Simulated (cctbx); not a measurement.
# Tm2Ga12Fe with cctbx, script by script

Library: cctbx 2025.11. The data are simulated by the first script.

## 1. Simulate the data

run.py:

```python
from cctbx import adptbx, crystal, miller, sgtbx, xray
from cctbx.array_family import flex
from iotbx.shelx import hklf
from scitbx import matrix
import scitbx.random

cs = crystal.symmetry(unit_cell=(5.934, 5.934, 15.754, 90, 90, 90), space_group_symbol='Hall: P 4 2 -1ab')  # P4/nbm
atoms = [  # label, site, U (iso, or U11 U22 U33 U12 U13 U23 in A^2), occupancy
    ("Tm1", (0.5, 0, 0.7506), (0.0172, 0.0172, 0.0125, -0.0053, 0.0000, 0.0000), 1),
    ("Ga1", (0.8266, 0.3266, 0.5709), (0.0210, 0.0210, 0.0133, -0.0021, 0.0007, 0.0007), 1),
    ("Ga2", (0.7519, 0.2519, 0.0891), (0.0147, 0.0147, 0.0162, -0.0001, -0.0004, -0.0004), 1),
    ("Ga3", (0, 0, 0.6618), (0.0248, 0.0248, 0.0176, -0.0000, 0.0000, 0.0000), 1),
    ("Ga4", (0, 0, 0.812), (0.0209, 0.0209, 0.0216, 0.0000, 0.0000, 0.0000), 1),
    ("Fe1", (0, 0.5, 0), (0.0379, 0.0379, 0.0412, 0.0000, 0.0000, 0.0000), 1),
]
xs = xray.structure(crystal_symmetry=cs)
for label, site, u, occ in atoms:
    u = adptbx.u_cif_as_u_star(cs.unit_cell(), u) if isinstance(u, tuple) else u
    xs.add_scatterer(xray.scatterer(label, site=site, u=u, occupancy=occ))
xs.set_inelastic_form_factors(1.54184, "sasaki")
xs.show_summary()
p1 = xs.expand_to_p1()
ms = miller.build_set(p1, anomalous_flag=True, d_min=0.8)
flex.set_random_seed(599431)
scitbx.random.set_random_seed(599431)
ms = ms.select(flex.random_double(ms.size()) < 0.8)
i = ms.structure_factors_from_scatterers(p1, algorithm="direct").f_calc().as_intensity_array().data()
i = i * 40000 / flex.max(i)
sig = flex.sqrt(i + flex.pow2(0.04 * i) + 15 ** 2)
noise = scitbx.random.variate(scitbx.random.normal_distribution())(i.size())
data = ms.array(data=i + sig * noise, sigmas=sig).set_observation_type_xray_intensity()
with open("data.hkl", "w") as f:
    data.export_as_shelx_hklf(f)
print("reflections written:", data.size(), " <I/sigma> = %.1f" % flex.mean(data.data() / data.sigmas()))
for h, a, b in list(data.sort("data"))[:12]:
    print("%4d%4d%4d %9.1f %7.1f" % (h + (a, b)))
```

```console
$ python run.py
```

```text
Number of scatterers: 6
At special positions: 6
Unit cell: (5.934, 5.934, 15.754, 90, 90, 90)
Space group: P 4/n b m :1 (No. 125)
reflections written: 3633  <I/sigma> = 8.4
   2  -2   0   42991.3  1612.5
  -2   2   0   40296.2  1612.5
   2   2   0   40013.5  1612.5
  -2  -2   0   36268.0  1612.5
   0   2   2   21476.7   820.5
  -2   0  -2   20811.4   820.5
   0  -2  -2   20455.5   820.5
   2   0   2   20366.7   820.5
   0   2  -2   20306.1   820.5
   0  -2   2   20165.2   820.5
   2   0  -2   20139.7   820.5
  -4   0   0   17722.6   663.2
```

It took 0.23 s on 1 thread of Arm Neoverse V2 (shared host), peak memory 0.07 GiB.

## 2. Symmetry

run.py:

```python
from cctbx import crystal, sgtbx, statistics
from cctbx.array_family import flex
from iotbx.shelx import hklf

p1 = crystal.symmetry(unit_cell=(5.934, 5.934, 15.754, 90, 90, 90), space_group_symbol="P 1")
raw = hklf.reader(file_name="data.hkl").as_miller_arrays(crystal_symmetry=p1, anomalous=True)[0]
print(raw.size(), "reflections to d = %.3f A" % raw.d_min())
isig = raw.data() / raw.sigmas()
print("centring   violations  <I/sigma> of those")
best = "P"
for c in "ABCIRF":
    a = raw.customized_copy(space_group_info=sgtbx.space_group_info("Hall: %s 1" % c)).sys_absent_flags().data()
    m = flex.mean(isig.select(a))
    print("%5s %10d of %5d %8.1f" % (c, (isig.select(a) > 4).count(True), a.count(True), m))
    if (isig.select(a) > 4).count(True) < 0.01 * a.count(True):
        best = c
raw = raw.select(~raw.customized_copy(space_group_info=sgtbx.space_group_info("Hall: %s 1" % best)).sys_absent_flags().data())
isig = raw.data() / raw.sigmas()
rows = []
for s in sgtbx.space_group_symbol_iterator():
    g = sgtbx.space_group(s)
    if g.conventional_centring_type_symbol() != best or not g.is_compatible_unit_cell(p1.unit_cell(), 1e-3, 0.02):
        continue
    rows.append((s, g))
print("Laue class    unique    Rint  (classes that these axes allow; Friedel mates merged)")
rint = {}
for s, g in rows:
    laue = g.build_derived_patterson_group()
    key = laue.type().hall_symbol()
    if key not in rint:
        m = raw.customized_copy(space_group_info=laue.info(), anomalous_flag=False).merge_equivalents()
        rint[key] = m.r_int()
        print("%-14s %6d %7.3f" % (laue.type().lookup_symbol(), m.array().size(), m.r_int()))
floor = min(rint.values())
good = [(s, g) for s, g in rows if rint[g.build_derived_patterson_group().type().hall_symbol()] < 2 * floor + 0.03]
top = max(g.build_derived_patterson_group().order_z() for s, g in good)
print("space group    extra absences  I>4sigma  <I/sigma>")
for s, g in good:
    laue = g.build_derived_patterson_group()
    if laue.order_z() != top:
        continue
    a = raw.customized_copy(space_group_info=g.info()).sys_absent_flags().data()
    a &= ~raw.customized_copy(space_group_info=laue.info()).sys_absent_flags().data()
    bad = (isig.select(a) > 4).count(True)
    if bad <= 0.03 * a.count(True):
        print("%-16s %8d %10d %9s  %s" % (s.universal_hermann_mauguin(), a.count(True), bad, "%.1f" % flex.mean(isig.select(a)) if a.count(True) else "-", "centric" if g.is_centric() else "acentric"))
laue = max(good, key=lambda t: t[1].build_derived_patterson_group().order_z())[1].build_derived_patterson_group()
f = raw.customized_copy(space_group_info=laue.info(), anomalous_flag=False).merge_equivalents().array().eliminate_sys_absent().f_sq_as_f()
f.set_observation_type_xray_amplitude()
bins = max(3, min(8, f.size() // 12))
f.setup_binner(n_bins=bins)
w = statistics.wilson_plot(f, {e: n / laue.order_z() for e, n in {'Tm': 4.0, 'Ga': 24.0, 'Fe': 2.0}.items()}, e_statistics=True)
print("Wilson B = %.2f A^2   <|E^2-1|> = %.3f (0.968 centric, 0.736 acentric)   E^2>4: %.1f %%" % (w.wilson_b, w.mean_e_sq_minus_1, w.percent_e_sq_gt_2))
print("shell (A)         n   <I/sigma>")
m = raw.customized_copy(space_group_info=laue.info(), anomalous_flag=False).merge_equivalents().array().eliminate_sys_absent()
for b in m.setup_binner(n_bins=bins).range_used():
    sel = m.binner().selection(b)
    print("%5.2f - %4.2f %6d %8.1f" % (min(m.binner().bin_d_range(b)[0] if m.binner().bin_d_range(b)[0] > 0 else 99, 99), m.binner().bin_d_range(b)[1], sel.count(True), flex.mean((m.data() / m.sigmas()).select(sel))))
```

```console
$ python run.py
```

```text
3633 reflections to d = 0.800 A
centring   violations  <I/sigma> of those
    A       1061 of  1811      9.1
    B       1054 of  1813      9.1
    C        561 of  1808      4.0
    I        843 of  1822      6.6
    R       1303 of  2427      8.3
    F       1338 of  2716      7.4
Laue class    unique    Rint  (classes that these axes allow; Friedel mates merged)
P -1             2182   0.032
P 1 2/m 1        1250   0.038
P 1 1 2/m        1184   0.037
P 2/m 1 1        1246   0.038
P m m m           715   0.041
P 4/m             607   0.042
P 4/m m m         405   0.043
space group    extra absences  I>4sigma  <I/sigma>
P 4 2 2                 0          0         -  acentric
P 4 21 2               12          0      -0.5  acentric
P 4 m m                 0          0         -  acentric
P 4 b m               365          0      -0.0  acentric
P -4 2 m                0          0         -  acentric
P -4 21 m              12          0      -0.5  acentric
P -4 m 2                0          0         -  acentric
P -4 b 2              365          0      -0.0  acentric
P 4/m m m               0          0         -  centric
P 4/n b m :1          425          0      -0.1  centric
P 4/n b m :2          425          0      -0.1  centric
P 4/m b m             365          0      -0.0  centric
P 4/n m m :1           72          0      -0.2  centric
P 4/n m m :2           72          0      -0.2  centric
Wilson B = 1.87 A^2   <|E^2-1|> = 0.942 (0.968 centric, 0.736 acentric)   E^2>4: 3.2 %
shell (A)         n   <I/sigma>
15.76 - 1.60     68     24.2
 1.60 - 1.27     53     29.4
 1.27 - 1.11     50     24.9
 1.11 - 1.01     48     24.0
 1.01 - 0.94     44     27.9
 0.94 - 0.88     47     20.4
 0.88 - 0.84     48     15.7
 0.84 - 0.80     47     15.9
```

Time: 0.34 s.

## 3. Patterson map

run.py:

```python
from cctbx import crystal, maptbx
from iotbx.shelx import hklf

cs = crystal.symmetry(unit_cell=(5.934, 5.934, 15.754, 90, 90, 90), space_group_symbol='Hall: P 4 2 -1ab')  # P4/nbm
raw = hklf.reader(file_name="data.hkl").as_miller_arrays(crystal_symmetry=cs, anomalous=True)[0]
merged = raw.eliminate_sys_absent().merge_equivalents()
fo2 = merged.array().set_observation_type_xray_intensity()
f = fo2.average_bijvoet_mates().f_sq_as_f()
pm = f.patterson_map(symmetry_flags=maptbx.use_space_group_symmetry, sharpening=True, resolution_factor=0.25)
peaks = pm.peak_search(parameters=maptbx.peak_search_parameters(min_distance_sym_equiv=0.4, max_clusters=14)).all()
top = peaks.heights()[0]
print("Patterson group", f.patterson_symmetry().space_group_info())
print("      u       v       w   height  length (A)")
for x, h in zip(peaks.sites(), peaks.heights()):
    y = [t - round(t) for t in x]
    print("%7.3f %7.3f %7.3f %8.1f %8.2f" % (x + (1000 * h / top, cs.unit_cell().length(y))))
```

```console
$ python run.py
```

```text
Patterson group P 4/m m m
      u       v       w   height  length (A)
  0.000   0.000   0.000   1000.0     0.00
  0.500   0.500   0.000    824.3     4.20
  0.000   0.000   0.500    490.7     7.88
  0.500   0.500   0.500    487.9     8.92
  0.000   0.500   0.423    268.0     7.30
  0.000   0.500   0.077    245.9     3.20
  0.000   0.500   0.000    209.3     2.97
  0.250   0.250   0.163    207.9     3.31
  0.251   0.251   0.337    188.8     5.71
  0.500   0.500   0.158    136.1     4.88
  0.250   0.250   0.257    134.2     4.56
  0.000   0.500   0.172    112.3     4.02
  0.252   0.252   0.100    104.9     2.64
  0.000   0.000   0.169    102.5     2.67
```

Time: 0.24 s.

## 4. Charge flipping

run.py:

```python
import itertools
from cctbx import crystal, maptbx
from cctbx.array_family import flex
from iotbx.shelx import hklf
from smtbx.ab_initio import charge_flipping as cf

cs = crystal.symmetry(unit_cell=(5.934, 5.934, 15.754, 90, 90, 90), space_group_symbol='Hall: P 4 2 -1ab')  # P4/nbm
raw = hklf.reader(file_name="data.hkl").as_miller_arrays(crystal_symmetry=cs, anomalous=True)[0]
merged = raw.eliminate_sys_absent().merge_equivalents()
fo2 = merged.array().set_observation_type_xray_intensity()
f = fo2.average_bijvoet_mates().f_sq_as_f().resolution_filter(d_min=0.9)
p1 = f.expand_to_p1()
work = p1
flex.set_random_seed(39799)
it = cf.weak_reflection_improved_iterator(delta=None, weak_reflection_fraction=0.2)
it.start(work, phases=flex.random_double(p1.size()) * 6.2832, f_000=0)
it.delta = 1.1 * it.rho_map.sigma()
print("cycle      R  skewness")
for n, st in enumerate(itertools.islice(it, 300)):
    if n % 25 == 0:
        print("%5d %6.3f %8.2f" % (n, st.r1_factor(), st.rho_map.skewness()))
rho = p1.phase_transfer(it.f_calc).fft_map().apply_volume_scaling()
polish = cf.low_density_elimination_iterator(constant_rho_c=rho.sigma())
polish.start(f_obs=p1, phases=it.f_calc, f_000=0)
for _ in range(8):
    next(polish)
print("origin shift          correlation  skewness")
maps = []
for fc, shift, cc in itertools.islice(cf.f_calc_symmetrisations(f, polish.f_calc, 0), 4):
    m = f.phase_transfer(fc).fft_map(symmetry_flags=maptbx.use_space_group_symmetry, resolution_factor=0.25).apply_sigma_scaling()
    maps.append((m.skewness(), cc, m))
    print("%6.3f %6.3f %6.3f %10.3f %9.2f" % (tuple(shift) + (cc, m.skewness())))
skew, cc, m = max((t for t in maps if t[1] > maps[0][1] - 0.04), key=lambda t: t[0])
print("taken: symmetry correlation %.3f, skewness %.2f" % (cc, skew))
peaks = m.peak_search(parameters=maptbx.peak_search_parameters(min_distance_sym_equiv=0.9, max_clusters=11)).all()
sps = cs.special_position_settings(min_distance_sym_equiv=0.5)
print("peak      x       y       z  mult  height/sigma")
for k, (x, h) in enumerate(zip(peaks.sites(), peaks.heights())):
    ss = sps.site_symmetry(x)
    print("Q%-3d %7.4f %7.4f %7.4f %4d %8.1f" % ((k + 1,) + tuple(t % 1 for t in ss.exact_site()) + (ss.multiplicity(), h)))
```

```console
$ python run.py
```

```text
cycle      R  skewness
    0  0.660     0.51
   25  0.375     4.26
   50  0.223     4.06
   75  0.243     4.04
  100  0.228     4.00
  125  0.243     3.99
  150  0.245     4.01
  175  0.245     4.04
  200  0.232     3.94
  225  0.245     4.01
  250  0.234     3.93
  275  0.235     3.90
origin shift          correlation  skewness
 0.508  0.022  0.169      0.876      1.24
 0.508  0.522  0.169      0.877      1.18
-0.020  0.662  0.482      0.863      2.26
-0.020  0.162  0.482      0.863      2.22
taken: symmetry correlation 0.863, skewness 2.26
peak      x       y       z  mult  height/sigma
Q1    0.0000  0.5000  0.1726    4     11.0
Q2    0.0000  0.5000  0.3250    4      7.9
Q3    0.0000  0.0000  0.2481    4      7.2
Q4    0.2500  0.2500  0.0000    4      6.2
Q5    0.2100  0.2900  0.2646    8      3.9
Q6    0.1895  0.3105  0.4881    8      3.6
Q7    0.0000  0.0000  0.0937    4      3.5
Q8    0.0000  0.5000  0.0940    4      3.2
Q9    0.2575  0.2425  0.4279    8      3.2
Q10   0.1797  0.1870  0.9282   16      2.6
Q11   0.0000  0.0000  0.1599    4      2.4
```

Time: 0.46 s.

## 5. Refinement (model from the peaks)

run.py:

```python
import math
from cctbx import adptbx, crystal, maptbx, sgtbx, xray
from cctbx.array_family import flex
from cctbx.xray import observations
from iotbx.shelx import hklf
from scitbx.lstbx import normal_eqns_solving
from smtbx import absolute_structure, utils
from smtbx.refinement import constraints, least_squares

cs = crystal.symmetry(unit_cell=(5.934, 5.934, 15.754, 90, 90, 90), space_group_symbol='Hall: P 4 2 -1ab')  # P4/nbm
atoms = [  # label, site, U (iso, or U11 U22 U33 U12 U13 U23 in A^2), occupancy
    ("Tm1", (0, 0.5, 0.1726), 0.0200, 1),
    ("Ga1", (0, 0.5, 0.325), 0.0200, 1),
    ("Ga2", (0, 0, 0.2481), 0.0200, 1),
    ("Ga3", (0.25, 0.25, 0), 0.0200, 1),
    ("Ga4", (0.21, 0.29, 0.2646), 0.0200, 1),
    ("Ga5", (0, 0, 0.0937), 0.0200, 1),
]
xs = xray.structure(crystal_symmetry=cs)
for label, site, u, occ in atoms:
    u = adptbx.u_cif_as_u_star(cs.unit_cell(), u) if isinstance(u, tuple) else u
    xs.add_scatterer(xray.scatterer(label, site=site, u=u, occupancy=occ))
xs.set_inelastic_form_factors(1.54184, "sasaki")
raw = hklf.reader(file_name="data.hkl").as_miller_arrays(crystal_symmetry=cs, anomalous=True)[0]
merged = raw.eliminate_sys_absent().merge_equivalents()
fo2 = merged.array().set_observation_type_xray_intensity()
print("Rint %.3f, %d unique reflections to %.2f A" % (merged.r_int(), fo2.size(), fo2.d_min()))
for sc in xs.scatterers():
    sc.flags.set_grad_site(True)
    sc.flags.set_grad_u_aniso(sc.flags.use_u_aniso())
    sc.flags.set_grad_u_iso(sc.flags.use_u_iso())
obs = fo2.as_xray_observations()
extra = {}
rep = constraints.reparametrisation(xs, [], utils.connectivity_table(xs), **extra)
ls = least_squares.crystallographic_ls(obs, rep, weighting_scheme=least_squares.mainstream_shelx_weighting(a=0, b=0))
print("cycle     R1     wR2    GooF  max shift (A)")
for cycle in range(6):
    ls.build_up()
    r1, wr2, goof = ls.r1_factor(cutoff_factor=2)[0], ls.wR2(), ls.goof()
    old = xs.sites_cart()
    normal_eqns_solving.levenberg_marquardt_iterations(ls, n_max_iterations=3, tau=0.0001, step_threshold=1e-7)
    big = flex.max((xs.sites_cart() - old).norms())
    print("%4d %7.4f %7.4f %7.3f %9.5f" % (cycle + 1, r1, wr2, goof, big))
    ls.build_up(objective_only=True)
    if abs(ls.wR2() - wr2) < 5e-5 and big < 5e-4:
        break
ls.build_up()
print("final R1 %.4f wR2 %.4f GooF %.3f  parameters %d  data/parameter %.1f" % (ls.r1_factor(cutoff_factor=2)[0], ls.wR2(), ls.goof(), ls.n_parameters, fo2.size() / ls.n_parameters))
cov = ls.covariance_matrix_and_annotations()
su = dict(zip(cov.annotations, (math.sqrt(max(v, 0)) for v in cov.matrix.matrix_packed_u_diagonal())))
a2 = cs.unit_cell().reciprocal_parameters()[0] ** -2
print("atom        x        y        z      Ueq    occ   su(xyz)  su(Uiso or U11)")
for sc in xs.scatterers():
    s = max(su.get(sc.label + k, 0) for k in (".x", ".y", ".z"))
    npd = "" if sc.is_positive_definite_u(cs.unit_cell()) else "  NPD"
    print("%-5s %8.5f %8.5f %8.5f %8.4f %6.3f %8.5f %7.4f%s" % ((sc.label,) + sc.site + (sc.u_iso_or_equiv(cs.unit_cell()), sc.occupancy, s, su.get(sc.label + ".uiso", su.get(sc.label + ".u11", 0) * a2), npd)))
fo = fo2.f_sq_as_f()
fc = fo.structure_factors_from_scatterers(xs, algorithm="direct").f_calc()
diff = fo.f_obs_minus_f_calc(1 / math.sqrt(ls.scale_factor()), fc).average_bijvoet_mates()
m = diff.fft_map(symmetry_flags=maptbx.use_space_group_symmetry, resolution_factor=0.25).apply_volume_scaling()
print("difference map: max %.2f min %.2f rms %.2f" % (m.statistics().max(), m.statistics().min(), m.statistics().sigma()))
peaks = m.peak_search(parameters=maptbx.peak_search_parameters(min_distance_sym_equiv=0.6, max_clusters=5)).all()
near = xs.closest_distances(peaks.sites(), distance_cutoff=4)
sps = cs.special_position_settings(min_distance_sym_equiv=0.5)
for k, (x, h) in enumerate(zip(peaks.sites(), peaks.heights())):
    ss = sps.site_symmetry(x)
    print("Q%-3d %7.4f %7.4f %7.4f %4d %7.2f  %.2f A from %s" % ((k + 1,) + tuple(t % 1 for t in ss.exact_site()) + (ss.multiplicity(), h, near.smallest_distances[k], xs.scatterers()[near.i_seqs[k]].label)))
```

```console
$ python run.py
```

```text
Rint 0.042, 335 unique reflections to 0.80 A
cycle     R1     wR2    GooF  max shift (A)
   1  0.7001  0.9268  34.363   0.16321
   2  0.6267  0.8810  32.665   0.11720
   3  0.6275  0.8773  32.525   0.04316
   4  0.6265  0.8763  32.490   0.04653
   5  0.6243  0.8754  32.454   0.05410
   6  0.6217  0.8749  32.436   0.03697
final R1 0.6232 wR2 0.8759 GooF 32.475  parameters 12  data/parameter 27.9
atom        x        y        z      Ueq    occ   su(xyz)  su(Uiso or U11)
Tm1    0.00000  0.50000  0.16922   0.0011  1.000  0.00206  0.0066
Ga1    0.00000  0.50000  0.33613   0.0001  1.000  0.00427  0.0101
Ga2    0.00000  0.00000  0.24952   0.0001  1.000  0.00339  0.0122
Ga3    0.25000  0.25000  0.00000   0.0001  1.000  0.00000  0.0126
Ga4    0.18026  0.31974  0.26642   0.0023  1.000  0.00645  0.0095
Ga5    0.00000  0.00000  0.08545   0.3385  1.000  0.03013  0.4188
difference map: max 198.07 min -159.15 rms 17.57
Q1    0.0000  0.5000  0.1641    4  198.71  0.08 A from Tm1
Q2    0.0000  0.5000  0.3308    4  170.08  0.08 A from Ga1
Q3    0.2500  0.2500  0.0000    4  147.01  0.00 A from Ga3
Q4    0.0000  0.0000  0.2533    4  129.99  0.06 A from Ga2
Q5    0.1789  0.3211  0.5030    8   63.56  2.95 A from Ga1
```

Time: 0.55 s.

Figures of merit this high mean that the model is still wrong or incomplete.

## 6. Charge flipping

run.py, as its changes from the last script of this kind:

```diff
@@ -13,2 +13,3 @@
-work = p1
-flex.set_random_seed(39799)
+p1.setup_binner_counting_sorted(reflections_per_bin=max(40, p1.size() // 12))
+work = p1.array(data=p1.data() / p1.amplitude_quasi_normalisations().data())
+flex.set_random_seed(39800)
@@ -19,2 +20,2 @@
-for n, st in enumerate(itertools.islice(it, 300)):
-    if n % 25 == 0:
+for n, st in enumerate(itertools.islice(it, 600)):
+    if n % 50 == 0:
```

```console
$ python run.py
```

```text
cycle      R  skewness
    0  0.648     0.33
   50  0.455     3.23
  100  0.468     3.12
  150  0.465     3.15
  200  0.462     2.92
  250  0.444     3.01
  300  0.445     2.93
  350  0.451     2.82
  400  0.455     2.83
  450  0.467     3.04
  500  0.450     2.87
  550  0.449     2.95
origin shift          correlation  skewness
 0.401  0.765  0.067      0.912      4.79
 0.401  0.265  0.067      0.912      4.70
 0.401  0.765  0.316      0.911      4.95
 0.400  0.265  0.316      0.911      5.47
taken: symmetry correlation 0.911, skewness 5.47
peak      x       y       z  mult  height/sigma
Q1    0.0000  0.0000  0.2472    4     17.9
Q2    0.0000  0.5000  0.3137    4      8.6
Q3    0.2483  0.2517  0.5930    8      6.3
Q4    0.0000  0.5000  0.1750    4      6.3
Q5    0.0000  0.5000  0.4294    4      3.7
Q6    0.1722  0.1801  0.0685   16      2.5
Q7    0.0000  0.0000  0.5000    2      2.4
Q8    0.0000  0.0000  0.4164    4      2.1
Q9    0.1967  0.3033  0.9928    8      2.0
Q10   0.2280  0.2720  0.1653    8      1.9
Q11   0.0000  0.0000  0.0752    4      1.8
```

It took 0.55 s on 1 thread of Arm Neoverse V2 (shared host), peak memory 0.08 GiB.

[Logs are printed without paths, hosts, clocks, repeated set-up lines and the standing remarks that a program may print on its own settings, such as how far it seeks lower states.]
